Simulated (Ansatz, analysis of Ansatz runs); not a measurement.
# A defect in a sheet: Ti_In in monolayer InSe

We look for the structure, spin, formation energy and gap states of neutral Ti_In in monolayer InSe. Model: a cell of 32 host atoms with 1 In taken out and 1 Ti put in.

Main program and level: Ansatz 0.2.0; plane-wave PAW DFT, LDA and PBEsol; supercells relaxed in a periodic cell with vacuum, the primitive cell and the final single points with the Coulomb interaction cut along the normal.

## Step 1: Set-up

The cell holds 32 atoms: 15 In, 16 Se and 1 Ti. Cell: a = 15.864 Å, b = 11.653 Å, c = 34.000 Å, α = 90.0°, β = 90.0°, γ = 109.9°. It derives from InSe (InSe monolayer (from C2/m)), repeated 4×2×1. Vacuum lies along c. Nearest the centre at fractional (0.499, 0.496, 0.509): Ti21 at 0.00 Å, Se11 at 2.62 Å, Se19 at 2.62 Å, Se12 at 2.67 Å, In22 at 2.73 Å, In10 at 3.51 Å, In18 at 3.51 Å, In13 at 3.97 Å.

Structure file:

```xyz
32
Lattice="15.8636 0.0000 0.0000 -3.9659 10.9574 0.0000 0.0000 0.0000 34.0000" Properties=species:S:1:pos:R:3
In    0.0000   -0.0485   17.3159
In    0.0000    2.6055   16.6841
Se    0.0000    4.3818   18.6730
Se    1.9830    3.6540   15.3270
In   -1.9830    5.4303   17.3159
In   -1.9830    8.0842   16.6841
Se   -1.9830    9.8605   18.6730
Se    0.0000    9.1327   15.3270
In    3.9659   -0.0485   17.3159
In    3.9659    2.6055   16.6841
Se    3.9659    4.3818   18.6730
Se    5.9489    3.6540   15.3270
In    1.9830    5.4303   17.3159
In    1.9830    8.0842   16.6841
Se    1.9830    9.8605   18.6730
Se    3.9659    9.1327   15.3270
In    7.9318   -0.0485   17.3159
In    7.9318    2.6055   16.6841
Se    7.9318    4.3818   18.6730
Se    9.9148    3.6540   15.3270
Ti    5.9489    5.4303   17.3159
In    5.9489    8.0842   16.6841
Se    5.9489    9.8605   18.6730
Se    7.9318    9.1327   15.3270
In   11.8977   -0.0485   17.3159
In   11.8977    2.6055   16.6841
Se   11.8977    4.3818   18.6730
Se   13.8807    3.6540   15.3270
In    9.9148    5.4303   17.3159
In    9.9148    8.0842   16.6841
Se    9.9148    9.8605   18.6730
Se   11.8977    9.1327   15.3270
```

The cell's shortest repeat is 11.7 Å.

## Step 2: The perfect sheet

One layer is cut from the bulk crystal and relaxed, atoms and in-plane cell, with the Coulomb interaction cut along the normal so that the layer doesn't feel its images.

Contents of cell/input.yaml:

```yaml
crystal:
  lattice:
    - [4.11, 0.0, 0.0]
    - [-2.055, 5.867903, 0.0]
    - [0.0, 0.0, 27.095735]
  atoms:
    - { symbol: In, position: [0.0, 0.0, 0.5007978] }
    - { symbol: In, position: [0.2333629, 0.4667257, 0.4992022] }
    - { symbol: Se, position: [0.4078914, 0.8157828, 0.5571259] }
    - { symbol: Se, position: [0.8254715, 0.6509429, 0.4428741] }
  periodic: [true, true, false]
basis:
  ecutwfc: 420
  xc_grid: 2
hamiltonian:
  xc: lda
kpoints:
  mp_grid: { grid: [9, 9, 1] }
scf:
  occupations: { method: fermi_dirac, width: 0.02 }
  max_iter: 80
relax:
  f_tol: 0.005
  max_steps: 60
  cell: {}
output:
  forces: true
checkpoint:
  write: "../cell.run"
  compress: false
  write_wavefunctions: false
  write_every: 100000
```

Run with:

```bash
ansatz run input.yaml --threads 4 --pin off --max-ram 10362MiB --backend cpu --events-out ev --progress --plain --runs-dir out
```

Numbers of over 12 decimals in the logs are rounded to 6 here.

What it wrote:

```text
[... repeated set-up lines and file paths are left out, and long positions are rounded to six places ...]
Warning: crystal.periodic: the lattice vector that does not repeat stood 0.000° off the slab's normal, 27.096 Å along it as the deck builds it. [...]
crystal.periodic: the lattice vector that does not repeat stood 0.000° off the slab's normal, 27.096 Å along it as the deck builds it. [...]
Engine: ansatz 0.2.0, aarch64-unknown-linux-gnu
Pseudopotentials: kind: paw
Pseudopotential: In, paw, valence charge 13, recommended cutoff 420 eV (normal), In.paw.azcp
Pseudopotential: Se, paw, valence charge 16, recommended cutoff 420 eV (normal), Se.paw.azcp
Functional definition: SPW92
  exchange = slater_x
  correlation = pw_c
Crystal: 4 atoms, lattice volume = 723.307 Å³
Basis set: ecut = 420 eV, 14105 PW (Γ), exchange–correlation on 60×90×432 points (8 copies of the dense FFT grid, shifted against one another)
Bands: 35, of which v1, the nominal top of the filled ones, is band 29 counted from 1 (28 counted from 0)
Symmetry: 4 space group operations
Space group: C2/m (ITA 12), of the structure as read, at distance tolerance 9.0e-5 Å
k-points: 25 of 81
Non-local potential: In, projectors of the file, l = 0: 2, l = 1: 2, l = 2: 2, l = 3: 2
Non-local potential: Se, projectors of the file, l = 0: 2, l = 1: 2, l = 2: 3, l = 3: 1
PAW form: soft (Blöchl's): semilocal exchange-correlation on the pseudo side does not see the compensation charge
PAW frozen core: In, regenerated for the run's functional, and the local potential with it (the file was generated under x = pbe(κ = 0.804, μ = 0.219515), c = pbe(β = 0.066725))
PAW frozen core: Se, regenerated for the run's functional, and the local potential with it (the file was generated under x = pbe(κ = 0.804, μ = 0.219515), c = pbe(β = 0.066725))
PAW one-centre angular grid: In, 590 points (default); XC on 64 Gauss nodes
PAW one-centre angular grid: Se, 590 points (default); XC on 64 Gauss nodes
Initial density: superposition of atomic densities (neutral atoms: chi_scale 0, normalization atom), corrected by the library's trained network
Initial wavefunctions: pseudopotential atomic-orbital guess
Functional: x = slater, c = lda
SCF iter   1: F=—  HF=-21681.860987 eV  |F-HF|=—  |Δ(HF+E_count)|=         —  Δρ=2.54e-3  dr2=4.43e-2  ethr=1.77e-3  ⟨swp⟩=15.0  Hψ=5450  notcnv=0  defer=1
preconditioner: auto → Resta (q_TF=auto, 1.792 Å⁻¹)  ε∞=1.4  [insulator: Δε(μ)=1.640 eV  Ē_g=13.446 eV  σ=0.020 eV  W_gap=1.00  n_scr=70 (ndim 8)  ℏωp=8.5 eV  f_vac=0.800  D(μ)=0.00/eV (n_scr^D=0)  ε∞_Penn≈1.4  vacuum switching on, ρ_ref=1.3e-2 e/Å³]
SCF iter   2: F=—  HF=-21681.848763 eV  |F-HF|=—  |Δ(HF+E_count)|=   1.22e-2  Δρ=9.99e-4  dr2=4.98e-3  ethr=7.64e-5  ⟨swp⟩=3.6  Hψ=1880  notcnv=0  defer=34
[...]
relax step   5: F+E_penalty+E_count = -21682.24739279 eV  Δ(F+E_penalty+E_count) = -5.474e-3 eV  max|allowed force component| = 4.196e-2 eV/Å  Δτ_max = 0.0253 Å  P = -0.049 N/m  Ω = 650.705 Å³  energy of the carried Pulay correction = +2.002e-3 eV  fix = [c, alpha, beta]  reactions: c +0.000 N/m; alpha -0.000 N/m/rad  (6 SCF iters, dr2 threshold 4.00e-7 eV, accepted)
[...]
relax step   8: F+E_penalty+E_count = -21682.24669840 eV  Δ(F+E_penalty+E_count) = +1.764e-3 eV  max|allowed force component| = 2.437e-3 eV/Å  Δτ_max = 0.0000 Å  P = +0.004 N/m  Ω = 651.657 Å³  fix = [c, alpha, beta]  reactions: c +0.000 N/m; alpha +0.000 N/m/rad  stress off target by 6.55e-3 N/m on what of the cell is left free  SCF on the basis re-selected at this cell (its energy is not comparable with the rows above)  (6 SCF iters)
basis re-selected at this cell: Δ(F+E_penalty+E_count) = +1.764e-3 eV, ΔP = -0.003 N/m vs the last step (what re-selecting the basis moved, of the pressure what is left beyond the Pulay correction that the steps carried, after the strain that the cell walked [...]
SCF converged after 6 iterations
Free energy (F): -21682.246698 eV
Harris-Foulkes:  -21682.246698 eV  (|F-HF|=7.64e-11)
Internal energy: -21682.246698 eV  (E = F + TS)
E sigma→0 (E₀):  -21682.246698 eV
Fermi energy:    -4.768975 eV
--- Per-component energies (eV) ---
  E_band       = -1634.964605
  E_kinetic    = 726.509035
  E_local      = -91989.752245  (includes V_loc(G=0)·N_el)
  E_nonlocal   = -437.906768
  E_hartree    = 45322.197372
  E_xc         = -633.549815
  E_vxc        = -398.270152  (∫ρ·V_xc dr)
  E_paw        = -11684.992189  (= ΣΔE_a)
  E_vpaw       = -179.938199  (= ΣTr[D̂ρ^β])
  E_aug_tail   = -0.001168  (compensation charges beyond the density's cutoff)
  E_ewald      = 37010.245282
  E_core_change = 5.003797  (= ΣΔE_core)
  E_smearing   = -0.000000  (= −TS)
  E_closure    = 0.000000  (closes the sum)
  Σ components = -21682.246698   (vs F -21682.246698, Δ=0.00e0)
--- Forces (eV/Å), atoms counted from 1 ---
  atom   1  In     0.00000000     0.00243730     0.00036552
  atom   2  In    -0.00000000    -0.00243730    -0.00036552
  atom   3  Se    -0.00000000     0.00006606     0.00007689
  atom   4  Se     0.00000000    -0.00006606    -0.00007689
  max |Σ_I F_I| component: 0.00e0 eV/Å
--- 2D stress c σ (N/m, compression-positive) ---
        0.002262      -0.000000       0.000000
       -0.000000       0.006546       0.000000
        0.000000       0.000000       0.000000
  P = ½ c Tr σ = 0.0044 N/m
--- Relaxed structure (7 steps of the walk, 7 accepted, 1 SCFs on fresh bases) ---
  F+E_penalty+E_count = -21682.24669840 eV   max|allowed force component| = 2.437e-3 eV/Å   (the final SCF, on the basis selected at the relaxed cell)
  cell:  # Å, volume = 651.6575 Å³
    - [3.965908, 0.0, 0]
    - [-1.982954, 5.478718, 0]
    - [0, 0, 29.991472992146]
  atoms:
    - { symbol: In, position: [-0.004423, -0.008846, 0.462257] }
    - { symbol: In, position: [0.237786, 0.475572, 0.441191] }
    - { symbol: Se, position: [0.399894, 0.799789, 0.507505] }
    - { symbol: Se, position: [0.833469, 0.666937, 0.395943] }
```

The job ended after 75 s (4 threads of Arm Neoverse V1, shared host; peak memory 1.3 GiB; 4.9 min of CPU time).

The in-plane vectors went from 4.110 and 6.217 Å, as in the bulk, to 3.966 and 5.827 Å; the layer is 3.35 Å thick between its outer atoms.

## Step 3: Does the sheet stay flat and symmetric?

The defect-free supercell is relaxed from atoms displaced by 0.08 Å at random. A buckling or a charge-density wave of the sheet itself would otherwise be counted to the defect.

Contents of pristine.relax/input.yaml:

```yaml
crystal:
  lattice:
    - [15.8636315738, 0.0, 0.0]
    - [-3.9659078934, 10.9574364305, 0.0]
    - [0.0, 0.0, 15.0]
  atoms:
    - { symbol: In, position: [-0.0011057645, -0.0044230831, 0.5210600765] }
    - { symbol: In, position: [0.0594464895, 0.2377859331, 0.4789399235] }
    - { symbol: Se, position: [0.0999735874, 0.3998943246, 0.6115302845] }
    - { symbol: Se, position: [0.2083671376, 0.3334685254, 0.3884697155] }
[... 22 atom lines left out ...]
    - { symbol: Se, position: [0.8499735874, 0.3998943246, 0.6115302845] }
    - { symbol: Se, position: [0.9583671376, 0.3334685254, 0.3884697155] }
    - { symbol: In, position: [0.7488942355, 0.4955769169, 0.5210600765] }
    - { symbol: In, position: [0.8094464895, 0.7377859331, 0.4789399235] }
    - { symbol: Se, position: [0.8499735874, 0.8998943246, 0.6115302845] }
    - { symbol: Se, position: [0.9583671376, 0.8334685254, 0.3884697155] }
basis:
  ecutwfc: 420
  xc_grid: 2
hamiltonian:
  xc: lda
kpoints:
  mp_grid: { grid: [1, 2, 1] }
scf:
  occupations: { method: fermi_dirac, width: 0.01 }
  max_iter: 80
output:
  forces: true
relax:
  f_tol: 0.015
  max_steps: 100
  random_displacement: { amplitude: 0.08, seed: 6762 }
```

What it wrote:

```text
[...]
Crystal: 32 atoms, lattice volume = 2607.371 Å³
Basis set: ecut = 420 eV, 50961 PW (Γ), exchange–correlation on 216×160×216 points (8 copies of the dense FFT grid, shifted against one another)
Bands: 279, of which v1, the nominal top of the filled ones, is band 232 counted from 1 (231 counted from 0)
Symmetry: 1 space group operations
k-points: 2
[...]
SCF iter   1: F=—  HF=-173456.982165 eV  |F-HF|=—  |Δ(HF+E_count)|=         —  Δρ=3.86e-3  dr2=2.62e-1  ethr=1.77e-3  ⟨swp⟩=7.0  Hψ=2313  notcnv=0  defer=6
[...]
SCF iter   7: F=-173456.907380 eV  HF=-173456.907382 eV  |F-HF|=2.01e-6  |Δ(HF+E_count)|=   3.24e-6  Δρ=7.56e-6  dr2=3.43e-6  ethr=1.21e-9  ⟨swp⟩=4.0  Hψ=1796  notcnv=0
SCF 1 converged in 7 iterations: F = -173456.907380 eV  dr2 = 3.43e-6
[...]
- { symbol: In, position: [0.058205, 0.736977, 0.478326] }
    - { symbol: Se, position: [0.098805, 0.899144, 0.610650] }
    - { symbol: Se, position: [0.207130, 0.832615, 0.387827] }
    - { symbol: In, position: [0.247658, -0.005132, 0.520105] }
    - { symbol: In, position: [0.308208, 0.237094, 0.478282] }
    - { symbol: Se, position: [0.348678, 0.398963, 0.610841] }
    - { symbol: Se, position: [0.457294, 0.332814, 0.388089] }
    - { symbol: In, position: [0.247702, 0.494934, 0.520498] }
    - { symbol: In, position: [0.308236, 0.737070, 0.478398] }
    - { symbol: Se, position: [0.348681, 0.899233, 0.610718] }
    - { symbol: Se, position: [0.457228, 0.832759, 0.388061] }
[...]
- { symbol: In, position: [0.747675, -0.005090, 0.520594] }
    - { symbol: In, position: [0.808188, 0.237143, 0.478782] }
    - { symbol: Se, position: [0.848827, 0.399282, 0.611132] }
    - { symbol: Se, position: [0.957028, 0.332688, 0.388178] }
    - { symbol: In, position: [0.747671, 0.494961, 0.520810] }
    - { symbol: In, position: [0.808208, 0.737086, 0.478719] }
    - { symbol: Se, position: [0.848964, 0.899428, 0.610912] }
    - { symbol: Se, position: [0.957001, 0.832572, 0.387970] }
[key lines of the parts left out:]
SCF converged after 6 iterations
Free energy (F): -173457.709300 eV
Fermi energy:    -0.381430 eV
```

The job ended after 2.1 min (4 threads; peak memory 6.1 GiB).

At a 1×2×1 Γ-centred mesh the symmetric supercell lies within 9 meV an atom of the primitive cell's dense mesh.

It returns to the energy of the symmetric cell, so the symmetric sheet is kept as the host.

## Step 4: Band edges against the vacuum level

With the interaction cut along the normal, the potential far from the sheet is the zero of energy, so band edges and defect states of different cells share one scale, as long as a cell has no dipole along the normal.

Contents of host/input.yaml:

```yaml
crystal:
  lattice:
    - [3.9659078934, 0.0, 0.0]
    - [-1.9829539467, 5.4787182152, 0.0]
    - [0.0, 0.0, 34.0]
  atoms:
    - { symbol: In, position: [-0.0044230581, -0.0088461663, 0.5092912102] }
    - { symbol: In, position: [0.2377859581, 0.4755718663, 0.4907087898] }
    - { symbol: Se, position: [0.3998943496, 0.7997886491, 0.5492045373] }
    - { symbol: Se, position: [0.8334685504, 0.6669370509, 0.4507954627] }
  periodic: [true, true, false]
basis:
  ecutwfc: 420
  xc_grid: 2
hamiltonian:
  xc: lda
kpoints:
  mp_grid: { grid: [4, 4, 1] }
  band_path: { path: [VBM, CBM], npoints: 1 }
scf:
  occupations: { method: fixed }
  max_iter: 80
output:
  forces: true
  eigenvalues: true
  write_potential: true
  volumetric_format: npy
```

What it wrote:

```text
[...]
Crystal: 4 atoms, lattice volume = 738.755 Å³
Basis set: ecut = 420 eV, 14493 PW (Γ), exchange–correlation on 54×80×480 points (8 copies of the dense FFT grid, shifted against one another)
Bands: 35, of which v1, the nominal top of the filled ones, is band 29 counted from 1 (28 counted from 0)
Symmetry: 4 space group operations
[...]
k-points: 7 of 16
[...]
SCF iter   1: F=—  HF=-21682.223184 eV  |F-HF|=—  |Δ(HF+E_count)|=         —  Δρ=2.49e-3  dr2=2.93e-2  ethr=1.77e-3  ⟨swp⟩=7.0  Hψ=997  notcnv=0  defer=28
[...]
SCF iter   7: F=-21682.213628 eV  HF=-21682.213628 eV  |F-HF|=5.99e-9  |Δ(HF+E_count)|=   1.41e-7  Δρ=1.41e-6  dr2=1.55e-8  ethr=1.72e-10  ⟨swp⟩=34.9  Hψ=2882  notcnv=0
SCF 1 converged in 7 iterations: F = -21682.213628 eV  dr2 = 1.55e-8
[...]
NSCF: frozen V_eff on 13 k-points
[...]
SCF converged after 7 iterations
Free energy (F): -21682.213628 eV
[...]
Internal energy: -21682.213628 eV  (E = F + TS)
E sigma→0 (E₀):  -21682.213628 eV
Fermi energy:    -5.589686 eV
[...]
--- Forces (eV/Å), atoms counted from 1 ---
  atom   1  In     0.00000000    -0.00191423    -0.00735470
  atom   2  In     0.00000000     0.00191423     0.00735470
  atom   3  Se     0.00000000    -0.00677432    -0.01291028
  atom   4  Se     0.00000000     0.00677432     0.01291028
  max |Σ_I F_I| component: 0.00e0 eV/Å
--- Band table (eV; the first three rows and the last of 7) ---
[...]
[... further k-points left out ...]
  ° read free of the cell's end (the report's vacuum.weakly_bound_levels)
```

It took 11 s on 4 threads; peak memory 1.1 GiB.

In the SCF lines HF is the Harris–Foulkes energy and dr2 the Hartree energy of the density residual, in eV; the loop may stop once dr2 is under the threshold and the program's other checks hold. Hψ counts applications of the Hamiltonian.

The band edges were searched for over the zone, on the density of this mesh. The valence top lies 5.59 eV and the conduction bottom 3.94 eV below the vacuum level: a gap of 1.65 eV.

[end of part 1 of 3]

[Logs are printed without paths, hosts, clocks, repeated set-up lines and the standing remarks that a program may print on its own settings, such as how far it seeks lower states.]

[Hosts, paths, dates, database ids (printed as entryN), source tags and the programs' standing remarks are cut or masked in the printed files.]

[Maps of the electrostatic potential energy from Ansatz leave out the sawtooth potential of an applied field or a dipole correction, so their vacuum need not be flat.]
